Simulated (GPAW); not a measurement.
# Ballistic transport through pyrimidine-2,5-dithiol between two Al chains, cheap and dear, part 2 of 2

Wanted: the zero-bias transmission of pyrimidine-2,5-dithiol between two Al chains on a ladder of levels, with run times.

GPAW 26.7.0; GPAW LCAO, PAW setups; Landauer transmission from Green's functions with principal layers (ASE), zero bias.

So far, transmission at the Fermi level (one spin): step 2 (GPAW, dzp, PBE, GPAW) 0.0959; step 3 (basis szp(dzp), PBE, GPAW) 0.143; step 4 (basis sz(dzp), PBE, GPAW) 0.210; step 5 (RPBE) 0.0900. Also open channels of the lead at the Fermi level (one spin): 2 in steps 2, 3 and 4.

## Step 8: Broadening 1e-05: eta = 1e-05

The broadening keeps the Green's functions finite; too large a value absorbs electrons where channels are open and leaks them where none are.

This step: GPAW LCAO, PAW setups; Landauer transmission from Green's functions with principal layers (ASE), zero bias (GPAW 26.7.0).

Contents of run.py:

```python
import json
import numpy as np
from ase import Atoms
from ase.transport.calculators import TransportCalculator
from gpaw import GPAW, FermiDirac
from gpaw.lcao.tools import get_lcao_hamiltonian
from scipy.linalg import eigh

# The junction with lead layers at both ends, along the third cell vector
device = Atoms(
    ['Al', 'Al', 'Al', 'Al', 'Al', 'Al', 'S', 'C', 'N', 'N', 'C', 'C', 'H', 'H', 'C', 'S', 'Al', 'Al', 'Al', 'Al', 'Al', 'Al'],
    positions=[
        [6.69191, 4.50000, 1.20000],
        [6.69191, 4.50000, 3.60000],
        [6.69191, 4.50000, 6.00000],
        [6.69191, 4.50000, 8.40000],
        [6.69191, 4.50000, 10.80000],
        [6.69191, 4.50000, 13.20000],
        [5.23822, 4.64171, 14.84521],
        [5.29045, 4.79725, 16.60274],
        [6.50617, 4.84366, 17.17335],
        [4.12543, 4.85979, 17.26578],
        [6.52561, 4.96260, 18.51982],
        [4.20938, 4.97736, 18.60955],
        [7.52227, 5.00753, 18.95096],
        [3.25000, 5.02987, 19.11831],
        [5.39649, 5.02780, 19.31039],
        [5.45090, 5.18989, 21.06632],
        [6.69191, 4.50000, 22.74678],
        [6.69191, 4.50000, 25.14678],
        [6.69191, 4.50000, 27.54678],
        [6.69191, 4.50000, 29.94678],
        [6.69191, 4.50000, 32.34678],
        [6.69191, 4.50000, 34.74678]],
    cell=[[13.38381, 0.0, 0.0], [0.0, 9.0, 0.0], [0.0, 0.0, 35.94678]],
    pbc=True)

# One principal layer of the lead: the first 4 atoms of the device
lead = Atoms(
    ['Al', 'Al', 'Al', 'Al'],
    positions=[
        [6.69191, 4.50000, 1.20000],
        [6.69191, 4.50000, 3.60000],
        [6.69191, 4.50000, 6.00000],
        [6.69191, 4.50000, 8.40000]],
    cell=[[13.38381, 0.0, 0.0], [0.0, 9.0, 0.0], [0.0, 0.0, 9.6]],
    pbc=True)

settings = dict(mode='lcao', basis='dzp', xc='PBE', h=0.18,
                occupations=FermiDirac(0.1), maxiter=250,
                mixer=dict(beta=0.1, nmaxold=8, weight=100.0),
                convergence=dict(density=0.0001))
energies = np.arange(-2, 2 + 1e-9, 0.05)
eta = 1e-05
n1, n2 = 1, 1
# k and -k transmit alike, so half of the mesh across the current serves
mesh = [(i, j) for i in range(n1) for j in range(n2) if (i, j) <= (-i % n1, -j % n2)]
weights = np.array([1 if (i, j) == (-i % n1, -j % n2) else 2 for i, j in mesh]) / (n1 * n2)


def ground_state(atoms, size, txt):
    atoms.calc = GPAW(kpts={'size': size, 'gamma': True}, symmetry={'tolerance': 1e-3}, txt=txt, **settings)
    atoms.get_potential_energy()
    return atoms.calc.get_fermi_level()


def blocks(atoms, fermi, points, nz, cells):
    """H - E_F S and S between cell 0 and the cells above it, at each point across the current."""
    kz = np.arange(nz) / nz
    calc = atoms.calc.fixed_density(kpts=[(*k, z) for k in points for z in kz], symmetry='off', txt=None)
    H, S = get_lcao_hamiltonian(calc)
    H = (H - fermi * S).reshape(len(H), len(points), nz, *S.shape[1:])
    S = S.reshape(H.shape[1:])
    phases = [np.exp(-2j * np.pi * kz * R) / nz for R in cells]
    return [(np.einsum('skzij,z->ksij', H, p), np.einsum('kzij,z->kij', S, p)) for p in phases]


def pair(a, b):
    return np.block([[a, b], [b.T.conj(), a]])


def count_channels(h, s, cells, nk=240):
    """Half the number of times that the lead's bands cross each energy, unfolded to its shortest repeat."""
    b = len(h) // cells
    bands = []
    for k in (np.arange(nk + 1) + 0.5) / nk:
        hk, sk = h[:b, :b].copy(), s[:b, :b].copy()
        for R in range(1, cells):
            phase, block = np.exp(2j * np.pi * k * R), slice(R * b, (R + 1) * b)
            hk += h[:b, block] * phase + (h[:b, block] * phase).T.conj()
            sk += s[:b, block] * phase + (s[:b, block] * phase).T.conj()
        w, u = eigh(sk)
        x = u[:, w > 1e-5] / w[w > 1e-5]**0.5  # drop near-dependent combinations
        bands.append(np.r_[eigh(x.T.conj() @ hk @ x, eigvals_only=True), [1e9] * (w <= 1e-5).sum()])
    below = np.array(bands)[:, :, None] < energies
    return (below[1:] != below[:-1]).sum((0, 1)) / 2


fermi_lead = ground_state(lead, (1, 1, 12), 'lead.txt')
fermi_device = ground_state(device, (1, 1, 2), 'device.txt')
T, channels, eigen, tail, misfit, shifts = [], [], [], 0.0, 0.0, []
for first in range(0, len(mesh), 229):
    points = [(i / n1, j / n2) for i, j in mesh[first:first + 229]]
    (H0k, S0k), (H1k, S1k), (H2k, _) = blocks(lead, fermi_lead, points, 5, range(3))
    [(Hk, Sk)] = blocks(device, fermi_device, points, 2, [0])
    tail = max(tail, abs(H2k).max())
    for H0, S0, H1, S1, H, S in zip(H0k, S0k, H1k, S1k, Hk, Sk):
        n = len(S0)
        # Shift the lead onto the potential of the device's first layer
        shift = ((H[:, 0, 0] - H0[:, 0, 0]) / S0[0, 0]).real.mean()
        shifts.append(shift)
        misfit = max(misfit, abs(H[:, :n, :n] - H0 - shift * S0).max())
        Tk, Ck, Ek = [], [], []
        for s in range(len(H)):
            t = s % len(H0)  # a lead without moments serves both spins
            h1, s1 = pair(H0[t] + shift * S0, H1[t] + shift * S1), pair(S0, S1)
            leads = dict(h1=h1, s1=s1, energies=energies, eta=eta, eta1=eta, eta2=eta)
            calc = TransportCalculator(h=H[s], s=S, eigenchannels=3, **leads)
            Tk.append(calc.get_transmission())
            Ek.append(np.sort(calc.eigenchannels_ne, axis=0)[::-1])
            Ck.append(count_channels(h1, s1, 8))
        T.append(Tk)
        channels.append(Ck)
        eigen.append(Ek)
T, channels = np.array(T), np.array(channels)
mean, open_channels = np.einsum('kse,k->se', T, weights), np.einsum('kse,k->se', channels, weights)

print(f'basis functions: device {len(S)}, principal layer {n}')
print(f'Fermi level: lead {fermi_lead:.4f} eV, device {fermi_device:.4f} eV; lead shifted by {np.mean(shifts):.4f} eV')
print(f'largest coupling past the next layer {tail:.2e} eV, largest misfit of the first layer {misfit:.3f} eV')
print('  E-E_F (eV)   ' + 'T (one spin)  channels')
for e, t, c in zip(energies, mean.T, open_channels.T):
    print(f'{e:10.3f}  ', *[f'{x:11.4e}' for x in t], *[f'{x:9.4f}' for x in c])

kT = 8.617333e-5 * 300
fine = np.linspace(energies[0], energies[-1], 4001)
both = np.exp(np.interp(fine, energies, np.log(np.maximum(mean.sum(0) * 2 / len(mean), 1e-30))))
fermi = lambda mu: 1 / (1 + np.exp(np.clip((fine - mu) / kT, -200, 200)))
slope = fermi(0) * (1 - fermi(0)) / kT
G = np.trapezoid(both * slope, fine) / 2
seebeck = -np.trapezoid(both * slope * fine, fine) / (2 * G * 300) * 1e6
print(f'conductance at 300 K: {G:.5g} G0 a cell; thermopower {seebeck:.4g} uV/K')
bias = [0.1, 0.2, 0.5, 1.0, 1.5, 2.0]
current = [38.74 * np.trapezoid(both * (fermi(V / 2) - fermi(-V / 2)), fine) for V in bias]
for V, I in zip(bias, current):
    print(f'current from the zero-bias T(E) at {V} V: {I:.5g} uA')
zero = abs(energies).argmin()
json.dump(dict(energies=energies.tolist(), T=mean.tolist(), channels=open_channels.tolist(), G=G, seebeck=seebeck,
               bias=bias, current=current, tail=tail, misfit=misfit, shift=np.mean(shifts), n_device=len(S), n_lead=n,
               fermi=[fermi_lead, fermi_device], energy=device.get_potential_energy(),
               moments=device.get_magnetic_moments().tolist(), mesh=mesh, weights=weights.tolist(),
               T_k=T[:, :, zero].tolist(), eigen=np.array(eigen[0]).tolist()), open('result.json', 'w'))
```

The run is started by

```
$ OMP_NUM_THREADS=1 OPENBLAS_NUM_THREADS=1 python run.py
```

Run time: 2.1 min. Hardware: 1 thread of Arm Neoverse V2, shared host; peak memory 2.3 GiB.

This step gave:

| Item | Value |
| --- | --- |
| conductance | 0.09473 G₀ |
| thermopower | -8.559 μV/K |
| largest coupling past the next principal layer | 1.29e-15 eV |
| largest misfit of the first principal layer | 0.03843 eV |
| shift that aligns the lead | -0.003843 eV |
| transmission at the Fermi level (one spin) | 0.09609 |

One spin. Table of transmission, zone mean by energy, zero at the Fermi level:

```tsv
energy (eV)	transmission, zone mean
-2.000	0.128
-1.800	0.00547
-1.600	0.00131
-1.400	2.6e-4
-1.200	0
-1.000	0
-0.800	0
-0.600	0
-0.400	0.00121
-0.200	0.0563
0.000	0.0961
0.200	0.104
0.400	0.124
0.600	0.178
0.800	0.167
1.000	0.144
1.200	0.186
1.400	0.236
1.450	0.478
1.600	0.434
1.800	0.685
2.000	0.956
```

Crossings of the lead's bands, unfolded to its shortest repeat. The open channels, zone mean by energy, zero at the Fermi level:

```tsv
energy (eV)	open channels, zone mean
-2.000	1
-1.800	1
-1.600	1
-1.400	1
-1.200	0
-1.000	0
-0.800	0
-0.600	0
-0.400	2
-0.200	2
0.000	2
0.200	2
0.400	2
0.600	2
0.800	2
1.000	3
1.200	3
1.400	3
1.600	3
1.800	3
2.000	3
```

Not self-consistent under bias; the bias window is split evenly. Table of current through one cell, from the zero-bias transmission by bias:

```tsv
bias (V)	current through one cell, from the zero-bias transmission (μA)
0.100	0.731
0.200	1.44
0.500	3.37
1.000	6.08
1.500	9.43
2.000	12.4
```

Transmission of the three most open eigenchannels against energy, zero at the Fermi level:

```tsv
energy (eV)	channel 1	channel 2	channel 3
-2.00	0.128	0	0
-1.85	0.00872	0	0
-1.70	0.00256	0	0
-1.60	0.00131	0	0
-1.45	4.4e-4	0	0
-1.30	3.2e-11	0	0
-1.15	0	0	0
-1.05	0	0	0
-0.90	0	0	0
-0.75	0	0	0
-0.60	0	0	0
-0.50	0	0	0
-0.35	0.0229	8.6e-4	0
-0.20	0.0552	0.00114	0
-0.05	0.0886	7.9e-4	0
0.00	0.0955	6.4e-4	0
0.05	0.0995	5.5e-4	0
0.20	0.103	8.5e-4	0
0.35	0.111	0.00441	0
0.50	0.129	0.0215	0
0.60	0.141	0.0367	0
0.75	0.135	0.0420	0
0.90	0.114	0.0284	0
1.05	0.135	0.0179	4.5e-5
1.15	0.157	0.0168	8.4e-5
1.30	0.200	0.0157	1.5e-4
1.45	0.462	0.0158	3.6e-4
1.60	0.419	0.0151	4.2e-4
1.70	0.528	0.0149	5.2e-4
1.85	0.747	0.0146	7.2e-4
2.00	0.940	0.0143	9.7e-4
```

The conductance, 0.0947 G₀, lies 0.2 % above that of the dzp run.

## Step 9: A second varied run

A last run, with other settings again.

Changes to run.py since step 8:

```diff
@@ -37,11 +37,9 @@
 
-# One principal layer of the lead: the first 4 atoms of the device
+# One principal layer of the lead: the first 2 atoms of the device
 lead = Atoms(
-    ['Al', 'Al', 'Al', 'Al'],
+    ['Al', 'Al'],
     positions=[
         [6.69191, 4.50000, 1.20000],
-        [6.69191, 4.50000, 3.60000],
-        [6.69191, 4.50000, 6.00000],
-        [6.69191, 4.50000, 8.40000]],
-    cell=[[13.38381, 0.0, 0.0], [0.0, 9.0, 0.0], [0.0, 0.0, 9.6]],
+        [6.69191, 4.50000, 3.60000]],
+    cell=[[13.38381, 0.0, 0.0], [0.0, 9.0, 0.0], [0.0, 0.0, 4.8]],
     pbc=True)
@@ -49,3 +47,3 @@
 settings = dict(mode='lcao', basis='dzp', xc='PBE', h=0.18,
-                occupations=FermiDirac(0.1), maxiter=250,
+                occupations=FermiDirac(0.1), maxiter=50,
                 mixer=dict(beta=0.1, nmaxold=8, weight=100.0),
@@ -53,3 +51,3 @@
 energies = np.arange(-2, 2 + 1e-9, 0.05)
-eta = 1e-05
+eta = 0.0001
 n1, n2 = 1, 1
@@ -120,3 +118,3 @@
             Ek.append(np.sort(calc.eigenchannels_ne, axis=0)[::-1])
-            Ck.append(count_channels(h1, s1, 8))
+            Ck.append(count_channels(h1, s1, 4))
         T.append(Tk)
```

Wall time 1.9 min (1 thread); peak memory 2.2 GiB.

The run finished. A setting was moved off its sound value on purpose, so it serves as a test and not as the result.

The fault put into the input: a principal layer shorter than the orbitals' reach (n_lead = 2 and period = 4.8).

Side by side:

```tsv
quantity	this run	sound run	difference
conductance (G₀)	0.094377	0.094502	-1.3e-4
thermopower (μV/K)	-9.0601	-8.5806	-0.480
largest coupling past the next principal layer (eV)	0.087189	1.295e-15	0.0872
largest misfit of the first principal layer (eV)	0.018848	0.038433	-0.0196
shift that aligns the lead (eV)	-0.0046633	-0.0038428	-8.2e-4
basis functions of a principal layer	26	52	-26
transmission at the Fermi level (one spin)	0.095720	0.095860	-1.4e-4
```

One result that differs is the thermopower, -9.06 μV/K against -8.58 μV/K.

## Step 10: Summary of results

```yaml
conductance: 0.0945 G₀
transmission_at_the_fermi_level_mean_of_the_spins: 0.0959
thermopower: -8.58 μV/K
open_channels_of_the_lead_there: 2
```

In words: In the dzp basis the junction conducts 0.0945 G₀ at 300 K, with T = 0.0959 a spin at the Fermi level; no smaller basis tried comes within 10 % of that conductance. The scatterer reflects about 95 % of the incoming channels at the Fermi level. At the Fermi level one eigenchannel carries the current (0.095). The negative thermopower says that the thermally weighted transmission is larger above the Fermi level, as for electron-like transport. Measured against the first run (dzp), the nearest curve is that of dzp-RPBE (r.m.s. 0.035) and the farthest that of sz (0.24). Over the compared runs wall time goes from 83 s (sz) to 126 s (dzp-RPBE), on a shared host. The geometry was built from estimated bond lengths and not relaxed, so the numbers describe this model structure. Semilocal functionals put molecular levels too near the Fermi level, so such conductances usually come out too high, and chain electrodes have a sharper density of states than real ones. An evenly spaced straight chain is an idealisation: free chains tend to dimerise, zigzag or, where a band edge lies near the Fermi level, turn magnetic. The currents use the zero-bias T(E) throughout, which holds only while the bias is small against the distance to the nearest feature. The energy step is wider than the thermal energy, so the conductance and thermopower rest on interpolation of T(E).

[Logs are printed without paths, hosts, clocks, repeated set-up lines and the standing remarks that a program may print on its own settings, such as how far it seeks lower states.]

[Hosts, paths, dates, database ids (printed as entryN), source tags and the programs' standing remarks are cut or masked in the printed files.]
